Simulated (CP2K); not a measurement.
Consider carbon tetrachloride at its PBE geometry (Å).

```xyz
5

Cl    1.3586   -1.1509   -0.0916
C     0.0000   -0.0003   -0.0001
Cl    0.6320    1.6667   -0.0055
Cl   -1.0727   -0.2333   -1.4048
Cl   -0.9179   -0.2823    1.5020
```

Method: CP2K XAS_TDP, all-electron GAPW, PBEh(45%), aug-pc-1, TDA, GW2X-corrected core level, ZORA, spin–orbit coupling.

Where do the Cl L₂,₃-edge lines lie, and how strong are they?

Leading lines: Cl1 201.59 eV. The leading line of an atom is its first one with 35 % of the strongest within 2.5 eV of its lowest line over the strength cut. Core ionisation energies at this level: Cl1 207.74/207.91/209.31 eV; the 2p½ level lies 1.48 eV above the 2p3/2 pair.

The first six lines of each atom with a strength over 0.0003:

| atom | energy (eV) | states | strength, one atom | above the computed threshold |
| --- | --- | --- | --- | --- |
| Cl1 (bonded to C), 4 alike | 201.59 | 2 | 0.0047 |  |
|  | 203.09 | 2 | 0.0034 |  |
|  | 205.01 | 2 | 0.0008 |  |
|  | 205.09 | 3 | 0.0004 |  |
|  | 205.28 | 1 | 0.0004 |  |
|  | 205.33 | 7 | 0.0010 |  |

Lines are vertical, at one geometry, with no vibrational structure. GW2X ionisation energies and lines can be off by 1 to 2 eV either way, and a good line position may hide errors that cancel. Rydberg lines, and the discretised continuum above threshold, depend on the basis and the box.

[Banner, clock and machine lines of the logs are left out without a mark of their own.]

[Logs are printed without paths, hosts, clocks, repeated set-up lines and the standing remarks that a program may print on its own settings, such as how far it seeks lower states.]

[Hosts, paths, dates, database ids (printed as entryN), source tags and the programs' standing remarks are cut or masked in the printed files.]
